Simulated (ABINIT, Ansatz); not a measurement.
# Quasiparticle gap of SnO2 (Cassiterite) in ABINIT, part 2 of 2

Wanted: ground state, empty states, screening and self-energy for SnO2 (Cassiterite).

ABINIT 10.8.3; PBE and many-body steps on it, plane waves. Known limits of the many-body steps: not at the basis limit; no spin-orbit coupling; coarse k mesh.

So far. Step 2 (Ground state): The gap is direct, at Γ. Step 3 (Empty states on the mesh, 4×4×4 mesh, 271 bands): On this mesh the gap is 1.284 eV.

### Step 4. Screening, 4×4×4 mesh, 247 bands, screening to 217.7 eV

The RPA dielectric matrix is built and inverted for each q.

This step: RPA screening on PBE, plane waves, norm-conserving pseudopotentials.

The input, run.abi:

```
acell 3*1.0 Angstrom
rprim 
  4.738000000000 0.000000000000 0.000000000000
  0.000000000000 4.738000000000 0.000000000000
  0.000000000000 0.000000000000 3.186500000000
ntypat 2
znucl 50 8
natom 6
typat 1 1 2 2 2 2
xred 
  0.000000000000 0.000000000000 0.000000000000
  0.500000000000 0.500000000000 0.500000000000
  0.307100000000 0.307100000000 0.000000000000
  0.192900000000 0.807100000000 0.500000000000
  0.692900000000 0.692900000000 0.000000000000
  0.807100000000 0.192900000000 0.500000000000
pp_dirpath "pseudos"
pseudos "Sn.upf, O.upf"
ecut 42
ngkpt 4 4 4
nshiftk 1
shiftk 0 0 0
kptopt 1
chksymbreak 0
istwfk *1
occopt 1
irdwfk 1
optdriver 3
nband 247
ecuteps 8
inclvkb 2
awtr 1
symchi 1
indata_prefix "in"
outdata_prefix "out"
tmpdata_prefix "tmp"
```

The run is started by

```console
$ OMP_NUM_THREADS=1 mpirun -n 8 abinit run.abi > log
```

Numbers of over 12 decimals in the logs are rounded to 6 here.

Log:

```text
.Version 10.8.3 of ABINIT. v10.8.2 released Aug 2026.

 Symmetries : space group P4_2/m n m (#136); Bravais tP (primitive tetrag.)
[... echo of the input left out ...]
== DATASET  1 ==================================================================
-   mpi_nproc: 8, omp_nthreads: 1 (-1 if OMP is not activated)

--- !DatasetInfo
iteration_state: {dtset: 1, }
dimensions: {natom: 6, nkpt: 18, mband: 247, nsppol: 1, nspinor: 1, nspden: 1, mpw: 6312, }
cutoff_energies: {ecut:  42.0, pawecutdg:  -1.0, }
electrons: {nelect:   6.80000000E+01, charge:   0.00000000E+00, occopt:   1.00000000E+00, tsmear:   1.00000000E-02, }

 SCREENING: Calculation of the susceptibility and dielectric matrices

 Based on a program developped by R.W. Godby, V. Olevano, G. Onida, and L. Reining.
 Incorporated in ABINIT by V. Olevano, G.-M. Rignanese, and M. Torrent.
.Using double precision arithmetic ; gwpc =  8

[... cell and pseudopotentials left out ...]
--------------------------------------------------------------------------------

 ==== K-mesh for the wavefunctions ====
 Number of points in the irreducible wedge :    18
[... list of points left out ...]
 Together with 16 symmetry operations and time-reversal symmetry
 yields    64 points in the full Brillouin Zone.

 ==== Q-mesh for the screening function ====
 Number of points in the irreducible wedge :    18
[... list of points left out ...]
 Together with 16 symmetry operations and time-reversal symmetry
 yields    64 points in the full Brillouin Zone.

 setmesh: FFT mesh size selected  =    48x   48x   36
          total number of points  =        82944

 vcoul_init : cutoff-mode = AUXILIARY_FUNCTION
 q-points for optical limit:   1
     1)      0.000010    0.000020    0.000030

- screening: taking advantage of time-reversal symmetry
- Maximum band index for partially occupied states nbvw = 34
- Remaining bands to be divided among processors   nbcw = 213
- Number of bands treated by each node ~26

 Number of electrons calculated from density =   68.0000; Expected =   68.0000
 average of density, n =  0.140867
 r_s =    1.1923
 omega_plasma =   36.2043 [eV]

 calculating chi0 at frequencies [eV] :
  1    0.000000E+00    0.000000E+00
  2    0.000000E+00    3.620427E+01

--------------------------------------------------------------------------------
  q-point number  1        q = ( 0.000000, 0.000000, 0.000000) [r.l.u.]
--------------------------------------------------------------------------------
[... chi0 elements left out ...]
 For q-point:  0.000010 0.000020 0.000030
  dielectric constant =   4.5768
  dielectric constant without local fields =   4.8391

  Average fulfillment of the sum rule on Im[epsilon] for q-point    1 :     71.51  [%]
[... wings left out ...]
  q-point number  2        q = ( 0.250000, 0.000000, 0.000000) [r.l.u.]
--------------------------------------------------------------------------------
[... chi0 elements left out ...]
  Average fulfillment of the sum rule on Im[epsilon] for q-point    2 :     82.30  [%]

 [... 16 further q-points ...]
```

Run time: 24 min. Hardware: 8 MPI ranks of Arm Neoverse V1, shared host; peak memory 13 GiB.

Numbers from this step:

```
ε∞ with local fields, on this mesh, along the program's q direction : 4.577
the same without local fields                                       : 4.839
plasma frequency                                                    : 36.20 eV
plane waves in the screening matrix                                 : 507
```

Local fields lower ε∞ by 5 %. On a Γ-centred mesh this coarse the value itself is usually too large, while a short band sum pulls it down.

### Step 5. Self-energy, 4×4×4 mesh, 247 bands, screening to 217.7 eV

The self-energy is evaluated for the states that the input lists, and the levels follow from it, in one-shot runs by the linearised quasiparticle equation.

This step: G0W0 on PBE, plane waves, norm-conserving pseudopotentials.

run.abi: that of step 4 with these lines changed.

```diff
@@ -27,8 +27,15 @@
 irdwfk 1
-optdriver 3
+optdriver 4
 nband 247
+gwcalctyp 0
+ecutsigx 42
+symsigma 1
+nkptgw 1
+kptgw 
+  0.0000000000 0.0000000000 0.0000000000
+bdgw 
+  32 36
 ecuteps 8
-inclvkb 2
-awtr 1
-symchi 1
+irdscr 1
+ppmodel 1
 indata_prefix "in"
```

Log:

```text
.Version 10.8.3 of ABINIT. v10.8.2 released Aug 2026.

 Symmetries : space group P4_2/m n m (#136); Bravais tP (primitive tetrag.)
[... echo of the input left out ...]
== DATASET  1 ==================================================================
-   mpi_nproc: 8, omp_nthreads: 1 (-1 if OMP is not activated)

--- !DatasetInfo
iteration_state: {dtset: 1, }
dimensions: {natom: 6, nkpt: 18, mband: 247, nsppol: 1, nspinor: 1, nspden: 1, mpw: 6312, }
cutoff_energies: {ecut:  42.0, pawecutdg:  -1.0, }
electrons: {nelect:   6.80000000E+01, charge:   0.00000000E+00, occopt:   1.00000000E+00, tsmear:   1.00000000E-02, }

 SIGMA: Calculation of the GW corrections

 Based on a program developped by R.W. Godby, V. Olevano, G. Onida, and L. Reining.
 Incorporated in ABINIT by V. Olevano, G.-M. Rignanese, and M. Torrent.
.Using double precision arithmetic ; gwpc =  8

[... cell and pseudopotentials left out ...]
--------------------------------------------------------------------------------

 ==== K-mesh for the wavefunctions ====
 Number of points in the irreducible wedge :    18
[... list of points left out ...]
 Together with 16 symmetry operations and time-reversal symmetry
 yields    64 points in the full Brillouin Zone.

 ==== Q-mesh for screening function ====
 Number of points in the irreducible wedge :    18
[... list of points left out ...]
 Together with 16 symmetry operations and time-reversal symmetry
 yields    64 points in the full Brillouin Zone.

 vcoul_init : cutoff-mode = AUXILIARY_FUNCTION
 q-points for optical limit:   1
     1)      0.000010    0.000020    0.000030
 setmesh: FFT mesh size selected  =    54x   54x   36
          total number of points  =       104976

 Number of electrons calculated from density =   68.0000; Expected =   68.0000
 average of density, n =  0.140867
 r_s =    1.1923
 omega_plasma =   36.2043 [eV]

 === KS Band Gaps ===
  >>>> For spin  1
   Minimum direct gap =   1.2836 [eV], located at k-point      :   0.0000  0.0000  0.0000
   Fundamental gap    =   1.2836 [eV], Top of valence bands at :   0.0000  0.0000  0.0000
                                       Bottom of conduction at :   0.0000  0.0000  0.0000
 SIGMA fundamental parameters:
 PLASMON POLE MODEL  1
 number of plane-waves for SigmaX                 6273
 number of plane-waves for SigmaC and W            507
 number of plane-waves for wavefunctions          6273
 number of bands                                   247
 number of independent spin polarizations            1
 number of spinorial components                      1
 number of k-points in IBZ                          18
 number of q-points in IBZ                          18
 number of symmetry operations                      16
 number of k-points in BZ                           64
 number of q-points in BZ                           64
 number of frequencies for dSigma/dE                 9
 frequency step for dSigma/dE [eV]                0.25
 number of omega for Sigma on real axis              0
 max omega for Sigma on real axis  [eV]           0.00
 zcut for avoiding poles [eV]                     0.10

 EPSILON^-1 parameters (SCR file):
 dimension of the eps^-1 matrix on file            507
 dimension of the eps^-1 matrix used               507
 number of plane-waves for wavefunctions          6273
 number of bands                                   247
 number of q-points in IBZ                          18
 number of frequencies                               2
 number of real frequencies                          1
 number of imag frequencies                          1

 matrix elements of self-energy operator (all in [eV])

 Perturbative Calculation

--- !SelfEnergy_ee
iteration_state: {dtset: 1, }
kpoint     : [   0.000,    0.000,    0.000, ]
spin       : 1
KS_gap     :    1.284
QP_gap     :    2.753
Delta_QP_KS:    1.469
data: !SigmaeeData |
     Band     E0 <VxcDFT>   SigX SigC(E0)      Z dSigC/dE  Sig(E)    E-E0       E
       32   6.013 -20.016 -25.535   4.644   0.793  -0.261 -20.710  -0.694   5.319
       33   6.013 -20.016 -25.535   4.644   0.793  -0.261 -20.710  -0.694   5.319
       34   6.777 -20.351 -26.231   4.976   0.792  -0.263 -21.067  -0.716   6.061
       35   8.061 -16.498 -12.586  -3.018   0.843  -0.187 -15.745   0.753   8.814
       36  12.920 -16.302 -10.641  -4.136   0.838  -0.193 -15.024   1.278  14.198

== END DATASET(S) ==============================================================
================================================================================

 -outvars: echo values of variables after computation  --------
           etotal      0.0000000000E+00
            nband         247
             nkpt          18
          spgroup         136
 [... the other variables as echoed above ...]

 Calculation completed.
```

Wall time 41 s (8 MPI ranks); peak memory 9 GiB; 5.4 min of CPU time.

Numbers from this step:

```yaml
g0w0_gap_on_the_points_computed: 2.753 eV
starting_gap_on_the_mesh: 1.284 eV
k_of_the_valence_top: 0, 0, 0
k_of_the_conduction_bottom: 0, 0, 0
z_at_the_valence_top: 0.792
z_at_the_conduction_bottom: 0.843
least_direct_g0w0_gap_on_the_computed_points: 2.753 eV
```

The gap on the mesh goes from 1.28 eV to 2.75 eV, a correction of +1.47 eV.

Limits: finite bands, cutoff and mesh; no spin-orbit coupling; coarse k mesh. v1 is the top filled band, c1 the lowest empty one. The levels before and after the correction (eV, zero at the valence-band top of each column):

```
           conduction bottom  valence top
Kohn-Sham               1.28         0.00
     G0W0               2.75         0.00
```

```
             level  energy (eV)
Kohn-Sham  Γ v3-v2       -0.764
Kohn-Sham     Γ v1        0.000
Kohn-Sham     Γ c1        1.284
Kohn-Sham     Γ c2        6.143
     G0W0  Γ v3-v2       -0.742
     G0W0     Γ v1        0.000
     G0W0     Γ c1        2.753
     G0W0     Γ c2        8.137
```

### Step 6. Where the time went

Times are wall times on 8 MPI ranks of Arm Neoverse V1, shared host, good to a factor of about two.

```
                    step     time  share  memory (GiB)
            ground state     38 s    2 %          0.77
empty states on the mesh  4.5 min   15 %           1.1
               screening   24 min   81 %            13
             self-energy     41 s    2 %           9.0
```

### Step 7. Summary of results

```yaml
pbe_gap: 1.28 eV, direct
g0w0_gap_on_the_mesh: 2.75 eV
gw_settings: 4×4×4 mesh, 247 bands, screening to 217.7 eV, Godby-Needs plasmon pole
known_limits: not at the basis limit; no spin-orbit coupling; coarse k mesh
```

What this shows: G0W0 moves the gap on the mesh from 1.28 eV to 2.75 eV (+1.47 eV), with Z of 0.79 and 0.84 at the edges. Local fields lower the RPA ε∞ on this mesh from 4.84 to 4.58; a Γ-centred mesh this coarse tends to raise both, most where the direct gap is narrow, while a short band sum lowers them. Only 1 of the mesh's irreducible points was corrected, so a valley elsewhere could overtake. The dearest step here is «screening». Against experiment, by G0W0@PBE: the gap of 2.75 eV lies −0.85 eV from the measured 3.6 eV (kind not stated, quoted 2022). The calculation has static nuclei and no excitons; a measured gap holds zero-point and thermal motion, which mostly lowers it. Against the values above the computed gap that would widen the miss. An edge that is forbidden or weak in absorption could explain it, and so could too strong a screening: the start's gap is only 1.28 eV, the mesh is coarse, and one shot does not repair that. Bands and cutoff are finite, so the gap is not at the basis limit. The miss can reach some tenths of an eV and take either sign; the mesh is an error of its own. In the G0W0 run levels were corrected at 1 k point alone, so a gap called «on the mesh» is the least over those, and an edge elsewhere would be missed. The 4×4×4 mesh is coarse for this cell, which bears on the long-range parts of exchange and screening. The many-body steps are scalar-relativistic: spin-orbit coupling is not in them.

[Paths, hosts, dates, memory and timing lines, banners, echoed tables and standing remarks are left out of the program output.]

[Logs are printed without paths, hosts, clocks, repeated set-up lines and the standing remarks that a program may print on its own settings, such as how far it seeks lower states.]

[Runs of the session that timed out or met a known fault of the program may be left out.]

[Hosts, paths, dates, database ids (printed as entryN), source tags and the programs' standing remarks are cut or masked in the printed files.]

[G0W0 gaps are taken among the corrected bands and points alone; a level outside them can change the order at an edge.]

[Where Ansatz stands beside ABINIT at settings called matched, ABINIT's density can come from a denser mesh and the files from another edition; pairs whose starting gaps differed by over 0.03 eV were left out, so agreement reads better than it is.]
